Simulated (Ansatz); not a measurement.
# Electron scattering at the Σ5 (210) boundary in fcc Pt, starting shift (0.5, 0.5), part 2 of 3

How much does the Σ5 (210) boundary in fcc Pt, starting shift (0.5, 0.5) reflect electrons?

Ansatz 0.2.0; Ansatz plane-wave DFT, PBE, PAW files; relaxation of a bicrystal slab with its lowest layers held; PAW set soft_1 (the session's first sound run).

So far. Step 2 (Relaxing the bicrystal): The largest force component on a free atom ends at 0.020 eV/Å, under the tolerance of 0.03, after 7 steps.

## 3. Transmission across the boundary

Bulk layers of each grain are laid under and over the relaxed boundary, and a lead is named in the middle of each, away from the free faces. The mesh across the current, 18×18, is finer than the density's, because channels open and close sharply across the zone. Energies from -0.1 to 0.1 eV in steps of 0.05 eV are too few for the program's thermal sum, so it prints no conductance; for a metal the transmission near the Fermi level serves, at a fraction of the cost.

This step: Ansatz plane-wave DFT, PBE, PAW files; ballistic transport by layer matching (Landauer), zero bias; boundary relaxed in a short slab, bulk layers laid on; PAW set soft_1 (Ansatz 0.2.0).

System of this step: Σ5 (210) boundary in fcc Pt, starting shift (0.5, 0.5). The cell holds 48 atoms: 48 Pt. Its edges and angles: a = 4.803 Å, b = 3.922 Å, c = 50.008 Å, α = 90.0°, β = 90.0°, γ = 65.9°. It derives from Pt. Regions: lower grain, 20 atoms (20 Pt); boundary, 12 atoms (12 Pt); upper grain, 16 atoms (16 Pt). Vacuum lies along c.

The input, input.yaml:

```yaml
crystal:
  lattice:
    - [4.8032044366, 0.0, 0.0]
    - [1.6010681455, 3.58009721, 0.0]
    - [0.0, 0.0, 50.007905349]
  atoms:
    - { symbol: Pt, position: [-15.6, 7.8, 0.0799873534] }
    - { symbol: Pt, position: [-15.0, 7.5, 0.0975234037] }
    - { symbol: Pt, position: [-14.4, 7.2, 0.1150594539] }
    - { symbol: Pt, position: [-13.8, 6.9, 0.1325955041] }
    - { symbol: Pt, position: [-13.2, 6.6, 0.1501315543] }
    - { symbol: Pt, position: [-12.6, 6.3, 0.1676676045] }
    - { symbol: Pt, position: [-12.0, 6.0, 0.1852036547] }
    - { symbol: Pt, position: [-11.4, 5.7, 0.202739705] }
    - { symbol: Pt, position: [-10.8, 5.4, 0.2202757552] }
    - { symbol: Pt, position: [-10.2, 5.1, 0.2378118054] }
    - { symbol: Pt, position: [-9.6, 4.8, 0.2553478556] }
    - { symbol: Pt, position: [-9.0, 4.5, 0.2728839058] }
    - { symbol: Pt, position: [-8.4, 4.2, 0.290419956] }
    - { symbol: Pt, position: [-7.8, 3.9, 0.3079560063] }
    - { symbol: Pt, position: [-7.2, 3.6, 0.3254920565] }
    - { symbol: Pt, position: [-6.6, 3.3, 0.3430281067] }
    - { symbol: Pt, position: [-6.0, 3.0, 0.3605641569] }
    - { symbol: Pt, position: [-5.4, 2.7, 0.3781002071] }
    - { symbol: Pt, position: [-4.8, 2.4, 0.3956362573] }
    - { symbol: Pt, position: [-4.2, 2.1, 0.4131723075] }
    - { symbol: Pt, position: [0.4, 0.8, 0.4307083578] }
    - { symbol: Pt, position: [-0.008248831, 0.5042261454, 0.4493757181] }
    - { symbol: Pt, position: [0.5888386586, 0.2052907533, 0.4675053403] }
    - { symbol: Pt, position: [0.1850646239, 0.9062711738, 0.4851190998] }
    - { symbol: Pt, position: [0.7839766512, 0.6072562194, 0.5045184431] }
    - { symbol: Pt, position: [0.3885281452, 0.3106549879, 0.5206735567] }
    - { symbol: Pt, position: [-0.0074171968, -0.012736193, 0.5397901018] }
    - { symbol: Pt, position: [0.4671658785, 0.062296384, 0.5689260421] }
    - { symbol: Pt, position: [0.8625854362, 0.3819352877, 0.5846489995] }
    - { symbol: Pt, position: [0.2528860661, 0.6791435968, 0.6025671131] }
    - { symbol: Pt, position: [0.6592234885, -0.0265393217, 0.621474626] }
    - { symbol: Pt, position: [1.0646794343, 0.272057841, 0.6394358431] }
    - { symbol: Pt, position: [-3.5353205657, 2.572057841, 0.6569718933] }
    - { symbol: Pt, position: [-4.1353205657, 2.872057841, 0.6745079435] }
    - { symbol: Pt, position: [-4.7353205657, 3.172057841, 0.6920439937] }
    - { symbol: Pt, position: [-5.3353205657, 3.472057841, 0.709580044] }
    - { symbol: Pt, position: [-5.9353205657, 3.772057841, 0.7271160942] }
    - { symbol: Pt, position: [-6.5353205657, 4.072057841, 0.7446521444] }
    - { symbol: Pt, position: [-7.1353205657, 4.372057841, 0.7621881946] }
    - { symbol: Pt, position: [-7.7353205657, 4.672057841, 0.7797242448] }
    - { symbol: Pt, position: [-8.3353205657, 4.972057841, 0.797260295] }
    - { symbol: Pt, position: [-8.9353205657, 5.272057841, 0.8147963453] }
    - { symbol: Pt, position: [-9.5353205657, 5.572057841, 0.8323323955] }
    - { symbol: Pt, position: [-10.1353205657, 5.872057841, 0.8498684457] }
    - { symbol: Pt, position: [-10.7353205657, 6.172057841, 0.8674044959] }
    - { symbol: Pt, position: [-11.3353205657, 6.472057841, 0.8849405461] }
    - { symbol: Pt, position: [-11.9353205657, 6.772057841, 0.9024765963] }
    - { symbol: Pt, position: [-12.5353205657, 7.072057841, 0.9200126466] }
kpoints:
  mp_grid: { grid: [7, 7, 1] }
hamiltonian:
  xc: pbe
  pseudopotentials: { kind: paw, azcp: { folder: soft_1 } }
scf:
  occupations: { method: fermi_dirac, width: 0.1 }
output:
  transmission:
    leads: [[11, 12], [38, 39]]
    kmesh: [18, 18]
    e_range: [-0.1, 0.1]
    de: 0.05
  write_potential: true
  write_density: true
  volumetric_format: npy
  elf: true
```

Command:

```sh
$ ansatz run input.yaml --threads 4 --pin off --max-ram 15360MiB --backend cpu --events-out ev --progress --plain --runs-dir out
```

Numbers of over 12 decimals in the logs are rounded to 6 here.

Output:

```text
[...]
Crystal: 48 atoms, lattice volume = 859.933 Å³
Basis set: ecut = 420 eV, 16707 PW (Γ)
Bands: 519, of which v1, the nominal top of the filled ones, is band 432 counted from 1 (431 counted from 0)
Symmetry: 1 space group operations
[...]
k-points: 25 of 49 (time reversal used)
[...]
SCF iter   1: F=—  HF=-601197.951096 eV  |F-HF|=—  |Δ(HF+E_count)|=         —  Δρ=8.11e-2  dr2=1.16e2  ethr=3.10e-3  ⟨swp⟩=6.0  Hψ=44635  notcnv=0  defer=421
[...]
SCF iter  12: F=-601181.514641 eV  HF=-601181.514641 eV  |F-HF|=7.78e-8  |Δ(HF+E_count)|=   3.25e-8  Δρ=1.65e-6  dr2=8.10e-8  ethr=1.16e-11  ⟨swp⟩=11.6  Hψ=46194  notcnv=0
SCF 1 converged in 12 iterations: F = -601181.514641 eV  dr2 = 8.10e-8
[...]
transmission: 1104 of 10988 steps passed
transmission: 2200 of 10988 steps passed
[...]
transmission: 10988 of 10988 steps passed
WARN: The input density's exchange-correlation potential varies sharply where the density is thin. Do not read a vacuum level from v_tot or v_xc, or from such a field of the output density. On a cell that repeats whose density bears no net charge and no dipole along the vacuum's axis use v_es (v_loc + v_h of the components); under efield.dipole_correction with no amplitude use v_es + v_field, which holds any external [...]
SCF converged after 12 iterations
the last check of whether an eigenvalue changes by more than its tolerance under the output density was not made (no_room)
Free energy (F): -601181.514641 eV
[...]
Internal energy: -601178.845144 eV  (E = F + TS)
E sigma→0 (E₀):  -601180.179892 eV
Entropy (-TS):   -2.669497 eV (-55.615 meV/atom)
Fermi energy:    18.818594 eV
[...]
--- Band table (eV; the first three rows and the last of 25) ---
  k-point 0: bands = [... 428 lower, 18.8687, 18.9321, 18.9931, 19.0096, 19.0284, 19.0398, 19.0506, 19.0735, ... 83 higher]
  k-point 1: bands = [... 428 lower, 18.7784, 18.8074, 18.8385, 18.8583, 18.8634, 18.8860, 18.8951, 18.9202, ... 83 higher]
  k-point 2: bands = [... 428 lower, 18.6943, 18.7100, 18.7184, 18.7571, 18.7869, 18.8228, 18.8493, 18.8683, ... 83 higher]
  k-point 24: bands = [... 428 lower, 18.7495, 18.7696, 18.7928, 18.8029, 18.8384, 18.8699, 18.8850, 18.9192, ... 83 higher]
--- Transmission ---
  basis      : 149 plane waves across, 67 finite elements along
  points     : 164, standing for a mesh of 18 x 18
  energies   : 5 from -0.100000 to 0.100000 eV about the Fermi level, 0.050000 eV apart; the leads are filled to 0.000000 eV, and channels, transmission and decay are at 0.000000 eV
  crystal 0  : Pt3, at the sites [11, 12], period 2.6308 Å, over 18.42 Å; its Hamiltonian steps by up to 14.6 meV
    offset         : up to 0.0000 Å between an atom of the period and one for which it stands
    channels       : 4.750000e0 a spin
    conductance    : none, the energies end too early or step too widely for 300 K: set another output.transmission.e_range or a lower de, or, where they end at an eighth of basis.ecutwfc, a higher one
[...]
channels       : 4.762346e0 a spin
[...]
junction   : crystal 0 to crystal 1, 12.95 to 36.54 Å
    transmission   : 2.162417e0 a spin
[...]
```

Run time: 42 min. Hardware: 4 threads of Arm Neoverse N1, shared host; peak memory 11 GiB; 2.7 h of CPU time.

Reading the cycles: dr2 is the Hartree energy of the density residual (eV), the measure of convergence; HF is the Harris–Foulkes estimate of the energy, which meets the free energy F at convergence.

Numbers from this step:

| Property | Result |
| --- | --- |
| free energy | -601181.5146 eV |
| energy at zero smearing | -601180.1799 eV |
| Fermi energy | 18.82 eV |
| cell area | 17.20 Å² |
| transmission per spin nearest the Fermi level | 2.162 |
| open channels per spin nearest the Fermi level | 4.75 |
| open channels per spin, upper lead | 4.762 |
| step of the lead's potential | 14.6 meV |
| step of the upper lead's potential | 15 meV |

Per spin. The transmission, zone mean by energy, zero at the Fermi level:

| energy (eV) | transmission, zone mean |
| --- | --- |
| -0.1000 | 2.38 |
| -0.0500 | 2.27 |
| 0.0000 | 2.16 |
| 0.0500 | 1.98 |
| 0.1000 | 1.81 |

Per spin. Table of open channels, zone mean by energy, zero at the Fermi level:

| energy (eV) | lead | upper lead |
| --- | --- | --- |
| -0.1000 | 5.25 | 5.23 |
| -0.0500 | 4.97 | 4.98 |
| 0.0000 | 4.75 | 4.76 |
| 0.0500 | 4.18 | 4.15 |
| 0.1000 | 3.77 | 3.77 |

Transmission over k1 and k2. At 0.0000 eV from the Fermi level.

Values, 12 rows by 16 columns, each cell a mean:
```
2.53 2.71 2.55 2.91 2.96 2.83 2.51 2.14 1.78 1.76 1.85 2.10 1.96 1.75 1.92 1.94
2.51 2.97 2.48 2.89 2.81 2.51 1.94 2.06 2.07 1.89 2.27 2.47 2.18 2.05 1.66 2.08
2.78 3.22 3.26 2.92 2.63 2.45 2.29 2.27 1.95 1.74 1.70 1.96 1.96 2.07 2.15 2.41
2.41 2.57 2.68 2.37 2.05 1.95 2.13 1.97 1.70 1.19 1.29 1.81 1.82 1.84 1.84 2.03
2.52 2.66 2.20 2.19 2.00 1.87 1.86 2.02 1.98 1.81 1.54 1.38 1.64 1.78 1.98 2.06
3.10 2.81 1.95 2.20 2.24 2.07 2.08 2.25 2.31 2.25 2.09 2.01 2.10 2.17 1.99 2.55
2.83 1.97 2.08 1.90 1.71 1.47 1.68 1.96 2.09 2.01 1.77 1.86 2.17 2.13 2.12 2.86
2.00 1.88 1.65 1.71 1.66 1.67 1.25 1.22 1.72 1.92 2.00 1.69 1.77 2.20 2.37 2.41
2.92 2.46 2.27 2.06 1.94 1.86 1.47 1.72 2.05 2.24 2.31 2.49 2.83 2.83 3.36 3.08
2.48 2.21 1.85 2.00 2.09 2.33 2.09 1.82 2.19 2.16 1.97 2.48 2.73 2.97 2.70 3.17
2.34 1.84 1.77 1.95 2.18 2.31 2.02 1.82 1.75 2.05 2.48 2.73 2.89 2.85 2.44 2.88
2.35 1.96 1.95 1.69 1.82 2.01 1.88 1.49 1.79 1.75 2.23 2.36 2.20 2.16 2.14 2.14
```
Columns: k1 (b1) from -0.5 to 0.444; rows upwards: k2 (b2) from -0.5 to 0.444.

Open channels over k1 and k2. At 0.0000 eV from the Fermi level.

Values, 12 rows by 16 columns, each cell a mean:
```
5.15 6.04 4.89 4.67 4.48 5.22 5.67 4.78 3.85 5.11 4.22 4.30 4.11 4.33 4.41 4.04
5.89 7.22 5.78 6.00 6.56 6.56 5.30 4.11 4.44 5.41 5.78 6.00 5.44 5.22 4.04 4.56
5.37 6.04 7.00 6.19 5.63 5.78 5.22 5.00 4.00 4.00 4.22 4.37 4.19 4.78 5.26 5.93
5.22 4.56 5.22 5.15 4.96 5.11 5.07 4.41 5.04 2.52 3.11 4.74 4.56 5.00 4.74 5.26
4.74 5.04 4.00 4.00 4.00 3.78 3.93 4.30 4.33 4.33 4.22 3.85 3.85 4.00 4.00 4.00
6.00 5.56 4.00 4.00 4.00 4.22 4.59 4.96 5.00 5.00 4.89 4.22 3.85 4.00 4.00 5.19
5.19 4.00 4.00 4.00 3.63 3.78 4.52 4.67 4.67 4.52 3.78 3.63 4.00 4.00 4.00 5.48
4.67 4.52 4.22 4.67 4.30 4.89 3.26 2.67 5.19 4.15 4.67 4.37 4.37 4.67 4.15 4.30
5.70 5.93 5.44 4.85 4.30 4.22 3.30 3.89 4.11 5.00 5.33 5.85 5.85 5.78 7.22 5.59
5.63 5.11 4.56 4.85 5.04 5.56 5.67 4.78 4.63 4.48 5.33 6.44 6.44 6.22 6.33 7.22
4.89 3.93 4.22 4.89 4.89 5.11 4.74 5.56 3.44 4.56 5.67 5.59 5.04 5.33 5.07 6.48
4.37 4.59 4.00 3.19 3.19 3.11 3.78 4.89 4.11 4.93 4.33 3.52 3.33 3.33 4.11 5.22
```
Columns: k1 (b1) from -0.5 to 0.444; rows upwards: k2 (b2) from -0.5 to 0.444.

ELF in the cb plane at fractional x = 0.000, with atoms of Pt within 0.2 Å of it. It is the smooth field of the valence electrons, not physical close to the nuclei.

Ten even steps from '0' (0.00) to '9' (0.58), each cell a mean:
```
75444799854334444333346775445799864310000000
97445999964334444322358997446999975320000000
86445899964334444322357886445899964310000000
64444588644444444433445664444578754210000000
44444444444454444466544444444444433100000000
34444333346775444799854334444333221100000000
34444322358997445999963334444322111000000000
34444322357886445899953334444332211100000000
44444433445664444588644444444444332100000000
54444466544444444444444554444467543210000000
```
Columns run along c (16.0 Å, from fractional 0.68 to 1.00 of the cell), rows up along b (3.9 Å).

Electrostatic potential energy in the cb plane at fractional x = 0.000, with atoms of Pt within 0.2 Å of it. With pseudopotentials it is smooth inside the atoms' cores, unlike the true potential.

Values in eV, 6 rows by 16 columns, each cell a mean:
```
 -6   8 -38   2  19  17  20  17 -20   7  -7 -34  17  24  24  24
 -6   8 -39   2  19  17  20  17 -21   7  -8 -34  17  24  24  24
 15  18   5  15  14  19  11  13  13  18  15   7  22  24  24  24
 18  19  21   6 -19  15 -27 -18  19  17  20  22  24  24  24  24
 18  18  21   6 -20  15 -27 -18  19  17  20  22  24  24  24  24
 16  19   8  15  13  19   9  11  14  18  16  10  22  24  24  24
```
Columns run along c (16.0 Å, from fractional 0.68 to 1.00 of the cell; values clipped at the 3rd and 97th percentile), rows up along b (3.9 Å).

Valence density in the cb plane at fractional x = 0.000, with atoms of Pt within 0.2 Å of it. It is the smooth field of the valence electrons, not physical close to the nuclei.

Ten even steps from '0' (0.0 e/Å³) to '9' (9.1 e/Å³), each cell a mean:
```
21000256300000000000001220000255200000000000
42001499510000000000002541001599510000000000
31000378410000000000002331001488300000000000
10000122100000000000000110000122100000000000
00000000000000000011000000000000000000000000
00000000001221000255200000000000000000000000
00000000002541001499510000000000000000000000
00000000002331000388410000000000000000000000
00000000000110000122100000000000000000000000
00000011000000000000000000000011000000000000
```
Columns run along c (16.0 Å, from fractional 0.68 to 1.00 of the cell), rows up along b (3.9 Å).

Over the solved energies the transmission per spin lies between 1.81 and 2.38, out of 4.58 channels of the lead on average (up to 5.25).

## 4. Specific resistance

This step: Ansatz plane-wave DFT, PBE, PAW files; ballistic transport by layer matching (Landauer), zero bias; specific resistance of the boundary; PAW set soft_1 (Ansatz 0.2.0).

Numbers from this step:

* area resistance: 0.5632 fΩ m²
* T over the leads' mean channel count: 0.4624

Averaged over the energies near the Fermi level, 46.2 % of the channels pass, which makes 0.563 fΩ m².

By hand, with T and the leads' channels N averaged over the energies near the Fermi level: RA = A (h/2e²)(1/T − ½[1/N₁ + 1/N₂]) = 17.20×10⁻²⁰ m² × 12 906 Ω × (1/2.119 − ½[1/4.583 + 1/4.580]) = 0.563 fΩ m².

(Part 2 of 3 ends here.)

[Logs are printed without paths, hosts, clocks, repeated set-up lines and the standing remarks that a program may print on its own settings, such as how far it seeks lower states.]

[Hosts, paths, dates, database ids (printed as entryN), source tags and the programs' standing remarks are cut or masked in the printed files.]
